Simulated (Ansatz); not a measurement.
## Nb(100) with 4 thermally displaced layers, 2x2: scattering by thermal displacements

How much do lattice vibrations at 500 K scatter the electrons of Nb? Layers with random displacements are laid between perfect leads, and the resistance is followed against their length.

Program: Ansatz 0.2.0. Level of theory: Ansatz plane-wave DFT, PBE, PAW files; ballistic transport by layer matching (Landauer), zero bias; PAW set soft_1. Results are calculated unless marked as measured.

This is a report of a sequence of runs, with most program output left out.

## Step 1: The starting structure

The cell holds 56 atoms: 56 Nb. Its edges and angles: a = 6.613 Å, b = 6.613 Å, c = 23.144 Å, α = 90.0°, β = 90.0°, γ = 90.0°. It derives from Nb. Regions: lead, 40 atoms (40 Nb); scattering region, 16 atoms (16 Nb). The structure is stacked along c, and the current runs across the ab planes.

## Step 2: With 4 displaced layers

Each atom of 4 layers is moved at random, by amounts drawn from a normal law 0.1022 Å wide in each direction from the Debye model (275 K) at 500 K. The layers about the cell's end stay perfect and serve as the lead. Disorder leaves little or no symmetry, which makes such runs dear. Energies from -0.05 to 0.05 eV in steps of 0.05 eV are too few for the program's thermal sum, so it prints no conductance; for a metal the transmission near the Fermi level serves, at a fraction of the cost.

input.yaml reads:

```yaml
crystal:
  lattice:
    - [6.6126, 0.0, 0.0]
    - [0.0, 6.6126, 0.0]
    - [0.0, 0.0, 23.1441]
  atoms:
    - { symbol: Nb, position: [0.0, 0.0, 0.0357142857] }
    - { symbol: Nb, position: [0.0, 0.5, 0.0357142857] }
    - { symbol: Nb, position: [0.5, 0.0, 0.0357142857] }
    - { symbol: Nb, position: [0.5, 0.5, 0.0357142857] }
    - { symbol: Nb, position: [0.25, 0.25, 0.1071428571] }
    - { symbol: Nb, position: [0.25, 0.75, 0.1071428571] }
    - { symbol: Nb, position: [0.75, 0.25, 0.1071428571] }
    - { symbol: Nb, position: [0.75, 0.75, 0.1071428571] }
[... 44 atom lines left out ...]
    - { symbol: Nb, position: [0.25, 0.25, 0.9642857143] }
    - { symbol: Nb, position: [0.25, 0.75, 0.9642857143] }
    - { symbol: Nb, position: [0.75, 0.25, 0.9642857143] }
    - { symbol: Nb, position: [0.75, 0.75, 0.9642857143] }
kpoints:
  mp_grid: { grid: [4, 4, 1] }
hamiltonian:
  xc: pbe
  pseudopotentials: { kind: paw, azcp: { folder: soft_1 } }
scf:
  occupations: { method: fermi_dirac, width: 0.1 }
output:
  transmission: { leads: [[0, 4]], kmesh: [8, 8], e_range: [-0.05, 0.05], de: 0.05 }
  write_potential: true
  write_density: true
  volumetric_format: npy
  elf: true
```

The run is started by

```console
$ ansatz run input.yaml --threads 4 --pin off --max-ram 15360MiB --backend cpu --events-out ev --progress --plain --runs-dir out
```

The job ended after 12 min (4 threads of Intel Xeon Platinum 8488C (Sapphire Rapids), shared host; peak memory 8.4 GiB; 39 min of CPU time).

Numbers from this step:

| Quantity | Value |
| --- | --- |
| free energy | -254929.4485 eV |
| energy at zero smearing | -254928.1439 eV |
| Fermi energy | 17.75 eV |
| cell area | 43.73 Å² |
| transmission per spin nearest the Fermi level | 7.335 |
| open channels per spin nearest the Fermi level | 10.61 |
| step of the lead's potential | 4.6 meV |

Per spin. Table of transmission, zone mean by energy, zero at the Fermi level:

| energy (eV) | transmission, zone mean |
| --- | --- |
| -0.0500 | 7.69 |
| 0.0000 | 7.34 |
| 0.0500 | 7.11 |

Per spin. The open channels, zone mean, lead by energy, zero at the Fermi level:

| energy (eV) | open channels, zone mean, lead |
| --- | --- |
| -0.0500 | 11.4 |
| 0.0000 | 10.6 |
| 0.0500 | 10.1 |

Transmission over k1 and k2. At 0.0000 eV from the Fermi level.

Ten even steps from '0' (2.6) to '9' (10.2):
```
03569643
34589754
56778776
79989899
56778776
34579854
03469653
00346430
```
Columns: k1 (b1) from -0.5 to 0.375; rows upwards: k2 (b2) from -0.5 to 0.375.

Open channels over k1 and k2. At 0.0000 eV from the Fermi level.

Values, 8 rows by 8 columns:
```
 4.0  9.0  9.0 12.0 14.0 12.0  9.0  9.0
10.0  9.0 10.0 12.0 14.0 12.0 10.0  9.0
10.0 12.0 12.0 11.0 11.0 11.0 12.0 12.0
14.0 14.0 14.0 11.0 11.0 11.0 14.0 14.0
10.0 12.0 12.0 11.0 11.0 11.0 12.0 12.0
10.0  9.0 10.0 12.0 14.0 12.0 10.0  9.0
 4.0  9.0  9.0 12.0 14.0 12.0  9.0  9.0
 4.0  4.0 10.0 10.0 14.0 10.0 10.0  4.0
```
Columns: k1 (b1) from -0.5 to 0.375; rows upwards: k2 (b2) from -0.5 to 0.375.

ELF in the ca plane at fractional y = 0.000, with atoms of Nb within 0.2 Å of it. It is the smooth field of the valence electrons, not physical close to the nuclei.

Values, 10 rows by 16 columns, each cell a mean:
```
0.59 0.48 0.32 0.50 0.57 0.29 0.46 0.53 0.31 0.31 0.59 0.44 0.31 0.56 0.51 0.32
0.27 0.30 0.44 0.30 0.26 0.43 0.33 0.40 0.37 0.39 0.30 0.34 0.43 0.27 0.29 0.45
0.35 0.41 0.42 0.42 0.34 0.44 0.42 0.29 0.47 0.43 0.30 0.43 0.42 0.36 0.40 0.41
0.36 0.32 0.43 0.33 0.35 0.37 0.33 0.41 0.37 0.36 0.48 0.35 0.42 0.34 0.33 0.43
0.55 0.49 0.28 0.51 0.54 0.27 0.42 0.56 0.33 0.32 0.52 0.44 0.28 0.54 0.52 0.28
0.59 0.47 0.33 0.50 0.57 0.32 0.39 0.63 0.32 0.31 0.61 0.38 0.31 0.56 0.51 0.32
0.27 0.30 0.44 0.30 0.27 0.43 0.33 0.24 0.38 0.40 0.23 0.34 0.42 0.27 0.30 0.44
0.35 0.41 0.41 0.41 0.35 0.44 0.43 0.39 0.43 0.44 0.35 0.43 0.41 0.36 0.41 0.41
0.36 0.32 0.43 0.33 0.35 0.42 0.30 0.24 0.37 0.35 0.32 0.32 0.42 0.34 0.33 0.43
0.55 0.49 0.28 0.51 0.54 0.28 0.43 0.61 0.29 0.29 0.57 0.45 0.28 0.54 0.52 0.28
```
Columns run along c (16.0 Å, from fractional 0.15 to 0.85 of the cell), rows up along a (6.6 Å). Atoms in or near the plane, at fractional coordinates: Nb at (0.18, 0.00), Nb at (0.18, 0.50), Nb at (0.32, 0.00), Nb at (0.32, 0.50), Nb at (0.46, 0.96), Nb at (0.46, 0.51), Nb at (0.61, 0.99), Nb at (0.61, 0.52), Nb at (0.75, 0.00), Nb at (0.75, 0.50).

Valence density in the ca plane at fractional y = 0.000, with atoms of Nb within 0.2 Å of it. It is the smooth field of the valence electrons, not physical close to the nuclei.

Ten even steps from '0' (0.2 e/Å³) to '9' (5.0 e/Å³), each cell a mean:
```
49972000049972000179961000038993000049972000
14530000014530000158841000014641000014530000
00000000000000000013210000001110000000000000
00000000000000000000000000000000000000000000
00000000000000000000000000000000000000000000
00000000000000000000000000000000000000000000
02210000002210000012310000013430000002210000
37851000037851000038851000038972000037851000
59982000059982000059982000049993000059982000
49972000049972000049962000037961000049972000
14530000014530000013420000002310000014530000
00000000000000000000000000000000000000000000
00000000000000000000000000000000000000000000
00000000000000000000000000000000000000000000
00000000000000000000000000000000000000000000
02210000002210000000000000001110000002210000
37851000037851000024410000015751000037851000
59982000059982000159951000039993000059982000
```
Columns run along c (16.0 Å, from fractional 0.15 to 0.85 of the cell), rows up along a (6.6 Å). Atoms in or near the plane, at fractional coordinates: Nb at (0.18, 0.00), Nb at (0.18, 0.50), Nb at (0.32, 0.00), Nb at (0.32, 0.50), Nb at (0.46, 0.96), Nb at (0.46, 0.51), Nb at (0.61, 0.99), Nb at (0.61, 0.52), Nb at (0.75, 0.00), Nb at (0.75, 0.50).

Electrostatic potential energy in the ca plane at fractional y = 0.000, with atoms of Nb within 0.2 Å of it. With pseudopotentials it is smooth inside the atoms' cores, unlike the true potential.

Ten even steps from '0' (-55 eV) to '9' (20 eV), each cell a mean:
```
41026999841026999620026999841014899841026999
64357999964358999731147999974237999964357999
98789999998789999875579999997779999998789999
99999999999999999998899999999999999999999999
99999999999999999999999999999999999999999999
99899999999899999998899999998889999999899999
86578999986568999975568999974458999986578999
52136999852137999851136999841026999852136999
30015899730015899730015899830015899730015899
41026999841026999841026999852126999841026999
64357999964358999974458999986568999964357999
98789999998789999998889999999899999998789999
99999999999999999999999999999999999999999999
99999999999999999999999999999999999999999999
99899999999899999999999999999999999999899999
86578999986568999988899999987678999986578999
52136999852137999864468999963236999852136999
30015899730015899730037999841004899730015899
```
Columns run along c (16.0 Å, from fractional 0.15 to 0.85 of the cell; values clipped at the 3rd and 97th percentile), rows up along a (6.6 Å). Atoms in or near the plane, at fractional coordinates: Nb at (0.18, 0.00), Nb at (0.18, 0.50), Nb at (0.32, 0.00), Nb at (0.32, 0.50), Nb at (0.46, 0.96), Nb at (0.46, 0.51), Nb at (0.61, 0.99), Nb at (0.61, 0.52), Nb at (0.75, 0.00), Nb at (0.75, 0.50).

Over the solved energies the transmission per spin lies between 7.11 and 7.69, out of 10.7 channels of the lead on average (up to 11.4).

## Step 3: With 8 displaced layers

Each atom of 8 layers is moved at random, by amounts drawn from a normal law 0.1022 Å wide in each direction from the Debye model (275 K) at 500 K. A fresh draw is used; the growth of the resistance with length is what counts.

System of this step: Nb(100) with 8 thermally displaced layers, 2x2. The cell holds 72 atoms: 72 Nb. Cell: a = 6.613 Å, b = 6.613 Å, c = 29.757 Å, α = 90.0°, β = 90.0°, γ = 90.0°. It derives from Nb. Regions: lead, 40 atoms (40 Nb); scattering region, 32 atoms (32 Nb). The structure is stacked along c, and the current runs across the ab planes.

input.yaml reads:

```yaml
crystal:
  lattice:
    - [6.6126, 0.0, 0.0]
    - [0.0, 6.6126, 0.0]
    - [0.0, 0.0, 29.7567]
  atoms:
    - { symbol: Nb, position: [0.0, 0.0, 0.0277777778] }
    - { symbol: Nb, position: [0.0, 0.5, 0.0277777778] }
    - { symbol: Nb, position: [0.5, 0.0, 0.0277777778] }
    - { symbol: Nb, position: [0.5, 0.5, 0.0277777778] }
    - { symbol: Nb, position: [0.25, 0.25, 0.0833333333] }
    - { symbol: Nb, position: [0.25, 0.75, 0.0833333333] }
    - { symbol: Nb, position: [0.75, 0.25, 0.0833333333] }
    - { symbol: Nb, position: [0.75, 0.75, 0.0833333333] }
[... 60 atom lines left out ...]
    - { symbol: Nb, position: [0.25, 0.25, 0.9722222222] }
    - { symbol: Nb, position: [0.25, 0.75, 0.9722222222] }
    - { symbol: Nb, position: [0.75, 0.25, 0.9722222222] }
    - { symbol: Nb, position: [0.75, 0.75, 0.9722222222] }
kpoints:
  mp_grid: { grid: [4, 4, 1] }
hamiltonian:
  xc: pbe
  pseudopotentials: { kind: paw, azcp: { folder: soft_1 } }
scf:
  occupations: { method: fermi_dirac, width: 0.1 }
output:
  transmission: { leads: [[0, 4]], kmesh: [8, 8], e_range: [-0.05, 0.05], de: 0.05 }
  write_potential: true
  write_density: true
  volumetric_format: npy
```

The job ended after 12 min (4 threads; peak memory 8.3 GiB; 46 min of CPU time).

This step gave:

```
free energy                                   : -327764.6788 eV
energy at zero smearing                       : -327763.0336 eV
Fermi energy                                  : 17.77 eV
transmission per spin nearest the Fermi level : 5.539
step of the lead's potential                  : 2.8 meV
```

Per spin. Table of transmission, zone mean by energy, zero at the Fermi level:

| energy (eV) | transmission, zone mean |
| --- | --- |
| -0.0500 | 5.77 |
| 0.0000 | 5.54 |
| 0.0500 | 5.40 |

Over the solved energies the transmission per spin lies between 5.40 and 5.77, out of 10.7 channels of the lead on average (up to 11.4).

## Step 4: With 12 displaced layers

Each atom of 12 layers is moved at random, by amounts drawn from a normal law 0.1022 Å wide in each direction from the Debye model (275 K) at 500 K. A fresh draw is used; the growth of the resistance with length is what counts.

System of this step: Nb(100) with 12 thermally displaced layers, 2x2. The cell holds 88 atoms: 88 Nb. Its edges and angles: a = 6.613 Å, b = 6.613 Å, c = 36.369 Å, α = 90.0°, β = 90.0°, γ = 90.0°. It derives from Nb. Regions: lead, 40 atoms (40 Nb); scattering region, 48 atoms (48 Nb). The structure is stacked along c, and the current runs across the ab planes.

input.yaml reads:

```yaml
crystal:
  lattice:
    - [6.6126, 0.0, 0.0]
    - [0.0, 6.6126, 0.0]
    - [0.0, 0.0, 36.3693]
  atoms:
    - { symbol: Nb, position: [0.0, 0.0, 0.0227272727] }
    - { symbol: Nb, position: [0.0, 0.5, 0.0227272727] }
    - { symbol: Nb, position: [0.5, 0.0, 0.0227272727] }
    - { symbol: Nb, position: [0.5, 0.5, 0.0227272727] }
    - { symbol: Nb, position: [0.25, 0.25, 0.0681818182] }
    - { symbol: Nb, position: [0.25, 0.75, 0.0681818182] }
    - { symbol: Nb, position: [0.75, 0.25, 0.0681818182] }
    - { symbol: Nb, position: [0.75, 0.75, 0.0681818182] }
[... 76 atom lines left out ...]
    - { symbol: Nb, position: [0.25, 0.25, 0.9772727273] }
    - { symbol: Nb, position: [0.25, 0.75, 0.9772727273] }
    - { symbol: Nb, position: [0.75, 0.25, 0.9772727273] }
    - { symbol: Nb, position: [0.75, 0.75, 0.9772727273] }
kpoints:
  mp_grid: { grid: [4, 4, 1] }
hamiltonian:
  xc: pbe
  pseudopotentials: { kind: paw, azcp: { folder: soft_1 } }
scf:
  occupations: { method: fermi_dirac, width: 0.1 }
output:
  transmission: { leads: [[0, 4]], kmesh: [8, 8], e_range: [-0.05, 0.05], de: 0.05 }
  write_potential: true
  write_density: true
  volumetric_format: npy
```

Elapsed: 17 min, on 4 threads; peak memory 8.7 GiB.

Numbers from this step:

* free energy: -400598.4137 eV
* energy at zero smearing: -400596.4367 eV
* Fermi energy: 17.79 eV
* transmission per spin nearest the Fermi level: 4.316
* step of the lead's potential: 5.7 meV

Per spin. Table of transmission, zone mean by energy, zero at the Fermi level:

| energy (eV) | transmission, zone mean |
| --- | --- |
| -0.0500 | 4.41 |
| 0.0000 | 4.32 |
| 0.0500 | 4.19 |

Over the solved energies the transmission per spin lies between 4.19 and 4.41, out of 10.7 channels of the lead on average (up to 11.4).

## Step 5: Resistance against length

This step: Ansatz plane-wave DFT, PBE, PAW files; ballistic transport by layer matching (Landauer), zero bias; resistivity from the slope of the area resistance; PAW set soft_1 (Ansatz 0.2.0).

Numbers from this step:

```
resistivity           : 41.45 µΩ cm
intercept             : -0.04470 fΩ m²
scatter about the fit : 0.01141 fΩ m²
```

Resistance, by row:

| run | length (Å) | T | channels N | RA (fΩ m²) |
| --- | --- | --- | --- | --- |
| n4 | 6.613 | 7.38 | 10.7 | 0.2375 |
| n8 | 13.23 | 5.571 | 10.73 | 0.4873 |
| n12 | 19.84 | 4.304 | 10.73 | 0.7856 |

The area resistance by length of the displaced region:

| length of the displaced region (Å) | area resistance (fΩ m²) |
| --- | --- |
| 6.61 | 0.237 |
| 13.23 | 0.487 |
| 19.84 | 0.786 |

The area resistance goes from 0.24 to 0.79 fΩ m² between 6.6 and 19.8 Å, a slope of 41 µΩ cm.

By hand from the end points: (0.7856 − 0.2375) fΩ m² / (19.84 − 6.61) Å = 41 µΩ cm, since 1 fΩ m² per Å is 1000 µΩ cm.

## Step 6: What came out

| Property | Result |
| --- | --- |
| resistivity from the slope | 41.4 µΩ cm |
| area resistance over 6.61 Å | 0.237 fΩ m² |
| area resistance over 13.2 Å | 0.487 fΩ m² |
| area resistance over 19.8 Å | 0.786 fΩ m² |

**Reading.** The slope gives 41 µΩ cm. The points scatter by 0.011 fΩ m² about the line, with one random draw a length in a 2x2 cell, so the slope is a rough value. The mean square of the displacements drawn is 0.78, 0.99 and 1.2 of the nominal one at the three lengths; with each resistance scaled back by that, the slope is 27 µΩ cm, the value used below. Read with a model of isotropic scattering on a spherical Fermi surface and the lead's 1.9×10¹⁵ S/m², this slope means a mean free path near 15 Å; over these lengths the model's slope is within 3 % of its bulk resistivity. Uncorrelated displacements put too much weight on short waves, which scatter strongly; with the sideways repeat of a small cell, one draw and three short lengths, the method is good to a factor of two or three.

[Logs are printed without paths, hosts, clocks, repeated set-up lines and the standing remarks that a program may print on its own settings, such as how far it seeks lower states.]

[Hosts, paths, dates, database ids (printed as entryN), source tags and the programs' standing remarks are cut or masked in the printed files.]
